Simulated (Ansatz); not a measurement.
# La on Pd(111): change of the work function

How does one ordered layer of La (hcp site) change the work function of Pd(111), and what dipole does each adsorbate carry?

Main program and level: Ansatz 0.2.0; plane-wave DFT, RPBE, Ansatz PAW, in the first sound run; inputs show where later runs differ.

### Step 1. The starting structure

The cell holds 4 atoms: 4 Pd. Its edges and angles: a = 2.751 Å, b = 2.751 Å, c = 24.738 Å, α = 90.0°, β = 90.0°, γ = 60.0°. Vacuum lies along c.

Structure file:

```cif
data_structure
_symmetry_space_group_name_H-M 'P 1'
_symmetry_Int_Tables_number 1
_cell_length_a 2.7506
_cell_length_b 2.7506
_cell_length_c 24.7377
_cell_angle_alpha 90.000
_cell_angle_beta 90.000
_cell_angle_gamma 60.000
_cell_volume 162.09
loop_
_atom_site_label
_atom_site_type_symbol
_atom_site_fract_x
_atom_site_fract_y
_atom_site_fract_z
_atom_site_occupancy
Pd1 Pd 0.00000 0.00000 0.36382 1
Pd2 Pd 0.33333 0.33333 0.45461 1
Pd3 Pd 0.66667 0.66667 0.54539 1
Pd4 Pd 0.00000 0.00000 0.63618 1
```

### Step 2. The clean slab

The bare slab comes first, as the zero from which every change is counted. The two lowest layers are held at bulk places and the upper ones relax. The dipole correction removes the false field that a one-sided slab makes across the periodic vacuum, so each face gets a flat vacuum level of its own.

File input.yaml:

```yaml
crystal:
  lattice:
    - [2.7506453788, 0.0, 0.0]
    - [1.3753226894, 2.3821287749, 0.0]
    - [0.0, 0.0, 24.7376776414]
  atoms:
    - { symbol: Pd, position: [0.0, 0.0, 0.3638174986] }
    - { symbol: Pd, position: [0.3333333333, 0.3333333333, 0.4546058329] }
    - { symbol: Pd, position: [0.6666666667, 0.6666666667, 0.5453941671] }
    - { symbol: Pd, position: [0.0, 0.0, 0.6361825014] }
kpoints:
  mp_grid: { grid: [12, 12, 1] }
hamiltonian:
  xc: rpbe
scf:
  occupations: { method: fermi_dirac, width: 0.1 }
  convergence: { dr2_threshold: 1.0e-08 }
efield:
  axis: 3
  dipole_correction: true
  ramp_position: 0.97
  ramp_width: 0.06
relax:
  f_tol: 0.02
  max_steps: 60
  constraints: [{ sites: [0, 1] }]
output:
  write_potential: true
  write_density: true
  volumetric_format: npy
```

Launch:

```
$ ansatz run input.yaml --threads 4 --pin off --max-ram 6144MiB --backend cpu --events-out ev --progress --plain --runs-dir out
```

Numbers of over 12 decimals in the logs are rounded to 6 here.

The log of the run:

```text
Engine: ansatz 0.2.0, x86_64-unknown-linux-gnu
Pseudopotentials: kind: paw
Pseudopotential: Pd, paw, valence charge 18, recommended cutoff 420 eV (normal), Pd.paw.azcp
Functional definition: RPBE
  parameter kappa = 0.804
  parameter beta = 0.066725
  exchange = rpbe_x(kappa = kappa, mu = beta*pi^2/3)
  correlation = pbe_c(beta = beta)
Crystal: 4 atoms, lattice volume = 162.091 Å³
Basis set: ecut = 420 eV, 3173 PW (Γ), exchange–correlation on 40×40×360 points (8 copies of the dense FFT grid, shifted against one another)
Bands: 44, of which v1, the nominal top of the filled ones, is band 36 counted from 1 (35 counted from 0)
Symmetry: 6 space group operations
k-points: 19 of 144 (time reversal used)
Non-local potential: Pd, projectors of the file, l = 0: 2, l = 1: 2, l = 2: 2, l = 3: 1
PAW form: soft (Blöchl's): semilocal exchange-correlation on the pseudo side does not see the compensation charge
PAW frozen core: Pd, regenerated for the run's functional, and the local potential with it (the file was generated under x = pbe(κ = 0.804, μ = 0.219515), c = pbe(β = 0.066725))
PAW one-centre angular grid: Pd, 590 points (default); XC on 64 Gauss nodes
Initial density: superposition of atomic densities (neutral atoms: chi_scale 0, normalization atom), corrected by the library's trained network
Initial wavefunctions: pseudopotential atomic-orbital guess
Functional: x = rpbe, c = pbe(β = 0.066725)
SCF iter   1: F=—  HF=-27921.467413 eV  |F-HF|=—  |Δ(HF+E_count)|=         —  Δρ=1.14e-2  dr2=1.20e0  ethr=1.77e-3  p=0.000 e·Å  D=2.93e-13 V/Å  ΔV_dip=-0.00 eV  dr2_dipole=1.89e-8  V_vac-E_F(+/−)=4.86/4.86 eV  ⟨swp⟩=8.9  Hψ=3802  notcnv=0  defer=5
efield: sawtooth ramp at fractional position 0.9700 (set: `efield.ramp_position`, or a place that a band, a saddle search or an elastic batch's reference lends), width 0.0600; the density the first Hamiltonian is built on has a dipole p = 0.000 e·Å; the dipole correction subtracts the counter field D = 2.93e-13 V/Å, which shifts the + side's vacuum level by -0.00 eV against the − side's; the planar-averaged density in the ramp window peaks in size at 1.0e-5 e/Å³
preconditioner: auto → LDOS  [metal: Δε(μ)=0.011 eV  Ē_g=7.438 eV  σ=0.100 eV  W_gap=0.03  n_scr=18 (ndim 8)  ℏωp=18.4 eV  f_vac=0.591  D(μ)=8.66/eV (n_scr^D=102)  β→1.0]
SCF iter   2: F=—  HF=-27921.452070 eV  |F-HF|=—  |Δ(HF+E_count)|=   1.53e-2  Δρ=8.41e-3  dr2=1.91e-1  ethr=1.67e-3  p=0.000 e·Å  D=2.55e-5 V/Å  ΔV_dip=-0.00 eV  dr2_dipole=1.06e-8  V_vac-E_F(+/−)=5.05/5.05 eV  ⟨swp⟩=2.6  Hψ=1113  notcnv=0  defer=23
SCF iter   3: F=—  HF=-27921.435219 eV  |F-HF|=—  |Δ(HF+E_count)|=   1.69e-2  Δρ=3.43e-3  dr2=1.12e-1  ethr=2.65e-4  p=0.000 e·Å  D=9.17e-6 V/Å  ΔV_dip=-0.00 eV  dr2_dipole=3.69e-8  V_vac-E_F(+/−)=5.02/5.02 eV  ⟨swp⟩=2.1  Hψ=1262  notcnv=0  defer=23
SCF iter   4: F=—  HF=-27921.432567 eV  |F-HF|=—  |Δ(HF+E_count)|=   2.65e-3  Δρ=7.96e-4  dr2=1.43e-3  ethr=1.56e-4  p=-0.000 e·Å  D=-3.35e-6 V/Å  ΔV_dip=0.00 eV  dr2_dipole=7.69e-9  V_vac-E_F(+/−)=5.06/5.06 eV  ⟨swp⟩=1.6  Hψ=846  notcnv=0  defer=23
SCF iter   5: F=—  HF=-27921.432926 eV  |F-HF|=—  |Δ(HF+E_count)|=   3.59e-4  Δρ=2.11e-4  dr2=1.02e-4  ethr=1.99e-6  p=0.000 e·Å  D=3.21e-6 V/Å  ΔV_dip=-0.00 eV  dr2_dipole=2.40e-11  V_vac-E_F(+/−)=5.05/5.05 eV  ⟨swp⟩=2.0  Hψ=1281  notcnv=0  defer=23
SCF iter   6: F=—  HF=-27921.432970 eV  |F-HF|=—  |Δ(HF+E_count)|=   4.42e-5  Δρ=6.78e-5  dr2=7.92e-6  ethr=1.42e-7  p=0.000 e·Å  D=7.40e-7 V/Å  ΔV_dip=-0.00 eV  dr2_dipole=1.85e-11  V_vac-E_F(+/−)=5.05/5.05 eV  ⟨swp⟩=2.1  Hψ=1295  notcnv=0  defer=23
SCF iter   7: F=—  HF=-27921.432969 eV  |F-HF|=—  |Δ(HF+E_count)|=   1.21e-6  Δρ=1.84e-5  dr2=8.44e-7  ethr=1.10e-8  p=0.000 e·Å  D=2.31e-7 V/Å  ΔV_dip=-0.00 eV  dr2_dipole=2.56e-11  V_vac-E_F(+/−)=5.05/5.05 eV  ⟨swp⟩=3.2  Hψ=1725  notcnv=0  defer=23
SCF iter   8: F=—  HF=-27921.432970 eV  |F-HF|=—  |Δ(HF+E_count)|=   1.38e-6  Δρ=7.53e-6  dr2=1.18e-7  ethr=1.17e-9  p=0.000 e·Å  D=1.44e-7 V/Å  ΔV_dip=-0.00 eV  dr2_dipole=6.35e-14  V_vac-E_F(+/−)=5.05/5.05 eV  ⟨swp⟩=2.2  Hψ=1266  notcnv=0  defer=23
SCF iter   9: F=-27921.432971 eV  HF=-27921.432970 eV  |F-HF|=2.50e-8  |Δ(HF+E_count)|=   8.01e-8  Δρ=1.65e-6  dr2=4.02e-9  ethr=1.39e-11  p=0.000 e·Å  D=4.95e-8 V/Å  ΔV_dip=-0.00 eV  dr2_dipole=2.33e-13  V_vac-E_F(+/−)=5.05/5.05 eV  ⟨swp⟩=7.9  Hψ=6212  notcnv=0
SCF 1 converged in 9 iterations: F = -27921.432971 eV  dr2 = 4.02e-9
  greatest PAW one-centre occupation: 1.000 electrons in one spin orbital (limit 2), on the Pd atom at site 0 (counted from 0), in its partial waves of l = 0
relax step   1: F+E_penalty+E_count = -27921.43297052 eV  Δ(F+E_penalty+E_count) = +0.000e0 eV  max|allowed force component| = 5.144e-1 eV/Å  Δτ_max = 0.0000 Å  (9 SCF iters, accepted)
Initial density: handed on by an earlier stage of this run
Initial wavefunctions: those handed on with the density
iter 1 solved again at ethr=3.17e-4 eV; its pass at ethr=3.10e-3 eV (dr2=2.28e-1 eV) is discarded
SCF iter   1: F=—  HF=-27921.527365 eV  |F-HF|=—  |Δ(HF+E_count)|=         —  Δρ=1.28e-2  dr2=2.38e-1  ethr=3.17e-4  p=-0.000 e·Å  D=-4.90e-7 V/Å  ΔV_dip=0.00 eV  dr2_dipole=2.19e-5  V_vac-E_F(+/−)=5.08/5.08 eV  ⟨swp⟩=1.8  Hψ=3335  notcnv=0  defer=17
efield: sawtooth ramp at fractional position 0.9700 (set: `efield.ramp_position`, or a place that a band, a saddle search or an elastic batch's reference lends), width 0.0600; the density the first Hamiltonian is built on has a dipole p = -0.000 e·Å; the dipole correction subtracts the counter field D = -4.90e-7 V/Å, which shifts the + side's vacuum level by +0.00 eV against the − side's; the planar-averaged density in the ramp window peaks in size at 7.2e-6 e/Å³
preconditioner: auto → LDOS  [metal: Δε(μ)=0.034 eV  Ē_g=7.414 eV  σ=0.100 eV  W_gap=0.09  n_scr=18 (ndim 8)  ℏωp=18.4 eV  f_vac=0.585  D(μ)=8.55/eV (n_scr^D=102)  β→1.0]
SCF iter   2: F=—  HF=-27921.548900 eV  |F-HF|=—  |Δ(HF+E_count)|=   2.15e-2  Δρ=9.97e-3  dr2=3.37e-1  ethr=3.17e-4  p=0.011 e·Å  D=1.19e-2 V/Å  ΔV_dip=-0.29 eV  dr2_dipole=2.31e-2  V_vac-E_F(+/−)=4.76/5.06 eV  ⟨swp⟩=3.1  Hψ=1617  notcnv=0  defer=17
SCF iter   3: F=—  HF=-27921.476591 eV  |F-HF|=—  |Δ(HF+E_count)|=   7.23e-2  Δρ=1.74e-3  dr2=8.23e-3  ethr=3.17e-4  p=-0.000 e·Å  D=-1.27e-4 V/Å  ΔV_dip=0.00 eV  dr2_dipole=9.93e-4  V_vac-E_F(+/−)=5.07/5.06 eV  ⟨swp⟩=2.4  Hψ=1394  notcnv=0  defer=17
SCF iter   4: F=—  HF=-27921.475812 eV  |F-HF|=—  |Δ(HF+E_count)|=   7.79e-4  Δρ=8.28e-4  dr2=1.71e-3  ethr=1.14e-5  p=-0.000 e·Å  D=-3.65e-4 V/Å  ΔV_dip=0.01 eV  dr2_dipole=1.73e-4  V_vac-E_F(+/−)=5.07/5.06 eV  ⟨swp⟩=2.9  Hψ=1622  notcnv=0  defer=18
SCF iter   5: F=—  HF=-27921.475545 eV  |F-HF|=—  |Δ(HF+E_count)|=   2.67e-4  Δρ=2.95e-4  dr2=2.91e-4  ethr=2.38e-6  p=-0.001 e·Å  D=-9.15e-4 V/Å  ΔV_dip=0.02 eV  dr2_dipole=5.66e-5  V_vac-E_F(+/−)=5.08/5.06 eV  ⟨swp⟩=2.0  Hψ=1183  notcnv=0  defer=21
SCF iter   6: F=—  HF=-27921.475534 eV  |F-HF|=—  |Δ(HF+E_count)|=   1.14e-5  Δρ=1.00e-4  dr2=9.31e-5  ethr=4.04e-7  p=-0.001 e·Å  D=-1.38e-3 V/Å  ΔV_dip=0.03 eV  dr2_dipole=3.50e-6  V_vac-E_F(+/−)=5.09/5.06 eV  ⟨swp⟩=2.1  Hψ=1145  notcnv=0  defer=21
SCF iter   7: F=—  HF=-27921.475536 eV  |F-HF|=—  |Δ(HF+E_count)|=   2.22e-6  Δρ=6.41e-5  dr2=2.04e-5  ethr=1.29e-7  p=-0.001 e·Å  D=-1.54e-3 V/Å  ΔV_dip=0.04 eV  dr2_dipole=1.11e-8  V_vac-E_F(+/−)=5.10/5.06 eV  ⟨swp⟩=1.4  Hψ=909  notcnv=0  defer=21
SCF iter   8: F=—  HF=-27921.475541 eV  |F-HF|=—  |Δ(HF+E_count)|=   4.83e-6  Δρ=2.44e-5  dr2=4.48e-6  ethr=2.84e-8  p=-0.001 e·Å  D=-1.56e-3 V/Å  ΔV_dip=0.04 eV  dr2_dipole=1.41e-8  V_vac-E_F(+/−)=5.10/5.06 eV  ⟨swp⟩=1.7  Hψ=891  notcnv=0  defer=21
SCF iter   9: F=—  HF=-27921.475543 eV  |F-HF|=—  |Δ(HF+E_count)|=   1.72e-6  Δρ=8.40e-6  dr2=2.56e-7  ethr=6.22e-9  p=-0.001 e·Å  D=-1.57e-3 V/Å  ΔV_dip=0.04 eV  dr2_dipole=1.05e-9  V_vac-E_F(+/−)=5.10/5.06 eV  ⟨swp⟩=1.7  Hψ=961  notcnv=0  defer=23
SCF iter  10: F=—  HF=-27921.475543 eV  |F-HF|=—  |Δ(HF+E_count)|=   2.48e-7  Δρ=3.53e-6  dr2=3.78e-8  ethr=3.55e-10  p=-0.001 e·Å  D=-1.57e-3 V/Å  ΔV_dip=0.04 eV  dr2_dipole=3.50e-10  V_vac-E_F(+/−)=5.10/5.06 eV  ⟨swp⟩=2.0  Hψ=1116  notcnv=0  defer=23
SCF iter  11: F=—  HF=-27921.475543 eV  |F-HF|=—  |Δ(HF+E_count)|=   3.17e-8  Δρ=1.56e-6  dr2=1.13e-8  ethr=1.39e-11  p=-0.001 e·Å  D=-1.56e-3 V/Å  ΔV_dip=0.04 eV  dr2_dipole=5.04e-10  V_vac-E_F(+/−)=5.10/5.06 eV  ⟨swp⟩=9.1  Hψ=5481  notcnv=0
SCF iter  12: F=-27921.475543 eV  HF=-27921.475543 eV  |F-HF|=6.33e-9  |Δ(HF+E_count)|=   4.58e-9  Δρ=9.20e-7  dr2=3.59e-9  ethr=1.39e-11  p=-0.001 e·Å  D=-1.56e-3 V/Å  ΔV_dip=0.04 eV  dr2_dipole=2.90e-10  V_vac-E_F(+/−)=5.10/5.06 eV  ⟨swp⟩=8.2  Hψ=4941  notcnv=0
SCF 2 converged in 12 iterations: F = -27921.475543 eV  dr2 = 3.59e-9
relax step   2: F+E_penalty+E_count = -27921.47554281 eV  Δ(F+E_penalty+E_count) = -4.257e-2 eV  max|allowed force component| = 1.119e-1 eV/Å  Δτ_max = 0.1920 Å  (12 SCF iters, accepted)
SCF iter   1: F=—  HF=-27921.476534 eV  |F-HF|=—  |Δ(HF+E_count)|=         —  Δρ=8.93e-4  dr2=3.66e-3  ethr=1.51e-5  p=-0.001 e·Å  D=-1.56e-3 V/Å  ΔV_dip=0.04 eV  dr2_dipole=1.00e-3  V_vac-E_F(+/−)=5.10/5.06 eV  ⟨swp⟩=2.6  Hψ=1724  notcnv=0  defer=23
efield: sawtooth ramp at fractional position 0.9700 (set: `efield.ramp_position`, or a place that a band, a saddle search or an elastic batch's reference lends), width 0.0600; the density the first Hamiltonian is built on has a dipole p = -0.001 e·Å; the dipole correction subtracts the counter field D = -1.56e-3 V/Å, which shifts the + side's vacuum level by +0.04 eV against the − side's; the planar-averaged density in the ramp window peaks in size at 6.8e-6 e/Å³
preconditioner: auto → LDOS  [metal: Δε(μ)=0.027 eV  Ē_g=7.406 eV  σ=0.100 eV  W_gap=0.07  n_scr=18 (ndim 8)  ℏωp=18.4 eV  f_vac=0.584  D(μ)=8.72/eV (n_scr^D=102)  β→1.0]
SCF iter   2: F=—  HF=-27921.476624 eV  |F-HF|=—  |Δ(HF+E_count)|=   8.99e-5  Δρ=6.36e-4  dr2=1.31e-3  ethr=5.08e-6  p=-0.001 e·Å  D=-1.38e-3 V/Å  ΔV_dip=0.03 eV  dr2_dipole=1.43e-8  V_vac-E_F(+/−)=5.10/5.06 eV  ⟨swp⟩=2.1  Hψ=1443  notcnv=0  defer=23
SCF iter   3: F=—  HF=-27921.476302 eV  |F-HF|=—  |Δ(HF+E_count)|=   3.22e-4  Δρ=1.29e-4  dr2=1.83e-4  ethr=1.81e-6  p=-0.001 e·Å  D=-1.32e-3 V/Å  ΔV_dip=0.03 eV  dr2_dipole=2.50e-5  V_vac-E_F(+/−)=5.09/5.06 eV  ⟨swp⟩=2.1  Hψ=1231  notcnv=0  defer=23
SCF iter   4: F=—  HF=-27921.476295 eV  |F-HF|=—  |Δ(HF+E_count)|=   7.10e-6  Δρ=7.16e-5  dr2=5.06e-5  ethr=2.54e-7  p=-0.001 e·Å  D=-1.36e-3 V/Å  ΔV_dip=0.03 eV  dr2_dipole=1.12e-5  V_vac-E_F(+/−)=5.10/5.06 eV  ⟨swp⟩=2.0  Hψ=1123  notcnv=0  defer=23
SCF iter   5: F=—  HF=-27921.476299 eV  |F-HF|=—  |Δ(HF+E_count)|=   4.51e-6  Δρ=3.50e-5  dr2=8.60e-6  ethr=7.03e-8  p=-0.001 e·Å  D=-1.34e-3 V/Å  ΔV_dip=0.03 eV  dr2_dipole=5.44e-7  V_vac-E_F(+/−)=5.10/5.06 eV  ⟨swp⟩=1.5  Hψ=873  notcnv=0  defer=23
SCF iter   6: F=—  HF=-27921.476309 eV  |F-HF|=—  |Δ(HF+E_count)|=   9.54e-6  Δρ=1.33e-5  dr2=1.30e-6  ethr=1.19e-8  p=-0.001 e·Å  D=-1.33e-3 V/Å  ΔV_dip=0.03 eV  dr2_dipole=5.12e-8  V_vac-E_F(+/−)=5.10/5.06 eV  ⟨swp⟩=1.7  Hψ=979  notcnv=0  defer=23
SCF iter   7: F=—  HF=-27921.476309 eV  |F-HF|=—  |Δ(HF+E_count)|=   1.26e-7  Δρ=6.72e-6  dr2=4.71e-7  ethr=1.81e-9  p=-0.001 e·Å  D=-1.34e-3 V/Å  ΔV_dip=0.03 eV  dr2_dipole=7.55e-8  V_vac-E_F(+/−)=5.10/5.06 eV  ⟨swp⟩=1.7  Hψ=987  notcnv=0  defer=23
SCF iter   8: F=—  HF=-27921.476309 eV  |F-HF|=—  |Δ(HF+E_count)|=   8.10e-8  Δρ=3.39e-6  dr2=6.44e-8  ethr=6.54e-10  p=-0.001 e·Å  D=-1.34e-3 V/Å  ΔV_dip=0.03 eV  dr2_dipole=2.41e-9  V_vac-E_F(+/−)=5.10/5.06 eV  ⟨swp⟩=1.2  Hψ=824  notcnv=0  defer=23
SCF iter   9: F=-27921.476309 eV  HF=-27921.476309 eV  |F-HF|=3.80e-9  |Δ(HF+E_count)|=   2.15e-8  Δρ=6.92e-7  dr2=1.66e-9  ethr=1.39e-11  p=-0.001 e·Å  D=-1.34e-3 V/Å  ΔV_dip=0.03 eV  dr2_dipole=1.01e-10  V_vac-E_F(+/−)=5.10/5.06 eV  ⟨swp⟩=7.9  Hψ=5492  notcnv=0
SCF 3 converged in 9 iterations: F = -27921.476309 eV  dr2 = 1.66e-9
relax step   3: F+E_penalty+E_count = -27921.47630901 eV  Δ(F+E_penalty+E_count) = -7.662e-4 eV  max|allowed force component| = 3.622e-3 eV/Å  Δτ_max = 0.0140 Å  (9 SCF iters, accepted)
NSCF: frozen V_eff on 19 k-points
the band table was solved once a step of the walk had ended and its energy, with any forces and stress, was formed, with the checks that follow a solve (4563 applications of the Hamiltonian). They found nothing against the state; the energy, forces and stress were not computed again (output.eigenvalues in the input reference)
SCF converged after 9 iterations
Free energy (F): -27921.476309 eV
Harris-Foulkes:  -27921.476309 eV  (|F-HF|=3.80e-9)
Internal energy: -27921.199339 eV  (E = F + TS)
E sigma→0 (E₀):  -27921.337824 eV
Entropy (-TS):   -0.276970 eV (-69.243 meV/atom)
Fermi energy:    4.011384 eV
Dipole field:    D = -0.001355 V/Å  (p = -0.001213 e·Å, saw-weighted, corrected)
Work function:   Φ+ = 5.0955 eV   Φ− = 5.0620 eV
Levels:          The Fermi level and band energies are counted from a zero that moves with the ramp; work functions are not
--- Per-component energies (eV) ---
  E_band       = -1663.396714
  E_kinetic    = 2054.035497
  E_local      = -126084.665633  (includes V_loc(G=0)·N_el)
  E_nonlocal   = 866.499479
  E_hartree    = 61830.603413
  E_xc         = -673.675233
  E_vxc        = -843.434237  (∫ρ·V_xc dr)
  E_paw        = -15032.366533  (= ΣΔE_a)
  E_vpaw       = -1317.043089  (= ΣTr[D̂ρ^β])
  E_aug_tail   = 0.000878  (compensation charges beyond the density's cutoff)
  E_efield     = 0.000001  (sawtooth field / dipole correction)
  E_vefield    = 0.006919  (∫n·V_field dr)
  E_ewald      = 49118.804158
  E_core_change = -0.435366  (= ΣΔE_core)
  E_smearing   = -0.276970  (= −TS)
  E_closure    = -0.000000  (closes the sum)
  Σ components = -27921.476309   (vs F -27921.476309, Δ=0.00e0)
--- Forces (eV/Å), atoms counted from 1 ---
  atom   1  Pd     0.00000000    -0.00000000    -0.50860509
  atom   2  Pd    -0.00000000    -0.00000000     0.50833373
  atom   3  Pd     0.00000000     0.00000000    -0.00335010
  atom   4  Pd    -0.00000000     0.00000000     0.00362223
  max |Σ_I F_I| component: 7.70e-7 eV/Å
--- Band table (eV; the first three rows and the last of 19) ---
  k-point 0: bands = [... 32 lower, 2.8862, 3.1335, 3.1335, 3.6335, 3.6335, 3.9056, 3.9056, 4.4508, ... 4 higher]
  k-point 1: bands = [... 32 lower, 2.8048, 3.1286, 3.1318, 3.2900, 3.6290, 3.6809, 3.9121, 5.0306, ... 4 higher]
  k-point 2: bands = [... 32 lower, 2.6774, 2.7105, 3.0864, 3.0964, 3.6110, 3.9255, 4.1595, 5.9572, ... 4 higher]
  k-point 18: bands = [... 32 lower, 3.4994, 3.7133, 3.7424, 3.7637, 10.3989, 10.5762, 10.5919, 11.2798, ... 4 higher]
--- Relaxed structure (3 steps of the walk, 3 accepted, 0 SCFs on fresh bases) ---
  F+E_penalty+E_count = -27921.47630901 eV   max|allowed force component| = 3.622e-3 eV/Å
  atoms:
    - { symbol: Pd, position: [0.0, 0.0, 0.3638174986] }
    - { symbol: Pd, position: [0.333333, 0.333333, 0.454606] }
    - { symbol: Pd, position: [0.666667, 0.666667, 0.549109] }
    - { symbol: Pd, position: [0, 0, 0.643936] }
```

The job ended after 4.9 s (4 threads of Intel Xeon 6975P-C (Granite Rapids), shared host; peak memory 0.55 GiB).

Step by step:

```tsv
step	energy less that of the first step (eV)	largest force component (eV/Å)
1	0.0000	0.5144
2	-0.0426	0.1119
3	-0.0433	0.0036
```

Forces are held to the 6 operations that the run works with; a distortion that breaks them can't arise in this run.

The atoms that moved most (Å):

```tsv
atom	dx	dy	dz	length
Pd4	0.000	0.000	0.192	0.192
Pd3	0.000	0.000	0.092	0.092
```

Final coordinates:

```cif
data_structure
_symmetry_space_group_name_H-M 'P 1'
_symmetry_Int_Tables_number 1
_cell_length_a 2.7506
_cell_length_b 2.7506
_cell_length_c 24.7377
_cell_angle_alpha 90.000
_cell_angle_beta 90.000
_cell_angle_gamma 60.000
_cell_volume 162.09
loop_
_atom_site_label
_atom_site_type_symbol
_atom_site_fract_x
_atom_site_fract_y
_atom_site_fract_z
_atom_site_occupancy
Pd1 Pd 0.00000 0.00000 0.36382 1
Pd2 Pd 0.33333 0.33333 0.45461 1
Pd3 Pd 0.66667 0.66667 0.54911 1
Pd4 Pd 0.00000 0.00000 0.64394 1
```

This step gave:

| Property | Result |
| --- | --- |
| energy at zero smearing | -27921.3378 eV |
| work function, upper face | 5.096 eV |
| work function, lower face | 5.062 eV |
| dipole along the normal | -0.001213 e·Å |
| step between the vacuum levels | 0.03351 eV |

Running mean over 2.246 Å of the planar mean; the ramp of the sawtooth is left out. The electron's electrostatic potential energy less the Fermi level by z:

```tsv
z (Å)	electron's electrostatic potential energy less the Fermi level (eV)
3.5	5.06
4.0	5.06
4.5	5.06
5.0	5.06
5.5	5.05
6.0	5.01
6.5	4.85
7.0	4.22
7.5	1.63
8.0	-3.23
8.5	-7.13
9.0	-8.32
9.5	-8.50
10.0	-8.54
10.5	-8.57
11.0	-8.61
11.5	-8.48
12.0	-7.98
12.5	-7.72
13.0	-8.15
13.5	-8.48
14.0	-8.23
14.5	-7.62
15.0	-7.57
15.5	-8.08
16.0	-8.15
16.5	-6.70
17.0	-2.46
17.5	2.21
18.0	4.42
18.5	4.92
19.0	5.05
19.5	5.08
20.0	5.09
20.5	5.09
21.0	5.10
21.5	5.10
```

The relaxation took 3 steps and lowered the energy by 0.043 eV; the largest force on the free atoms ends at 0.0036 eV/Å.

The work function of the upper face is 5.10 eV.

(Part 1 of 4 ends here.)

[Logs are printed without paths, hosts, clocks, repeated set-up lines and the standing remarks that a program may print on its own settings, such as how far it seeks lower states.]

[Hosts, paths, dates, database ids (printed as entryN), source tags and the programs' standing remarks are cut or masked in the printed files.]

[Maps of the electrostatic potential energy from Ansatz leave out the sawtooth potential of an applied field or a dipole correction, so their vacuum need not be flat; planar profiles and work functions include it.]
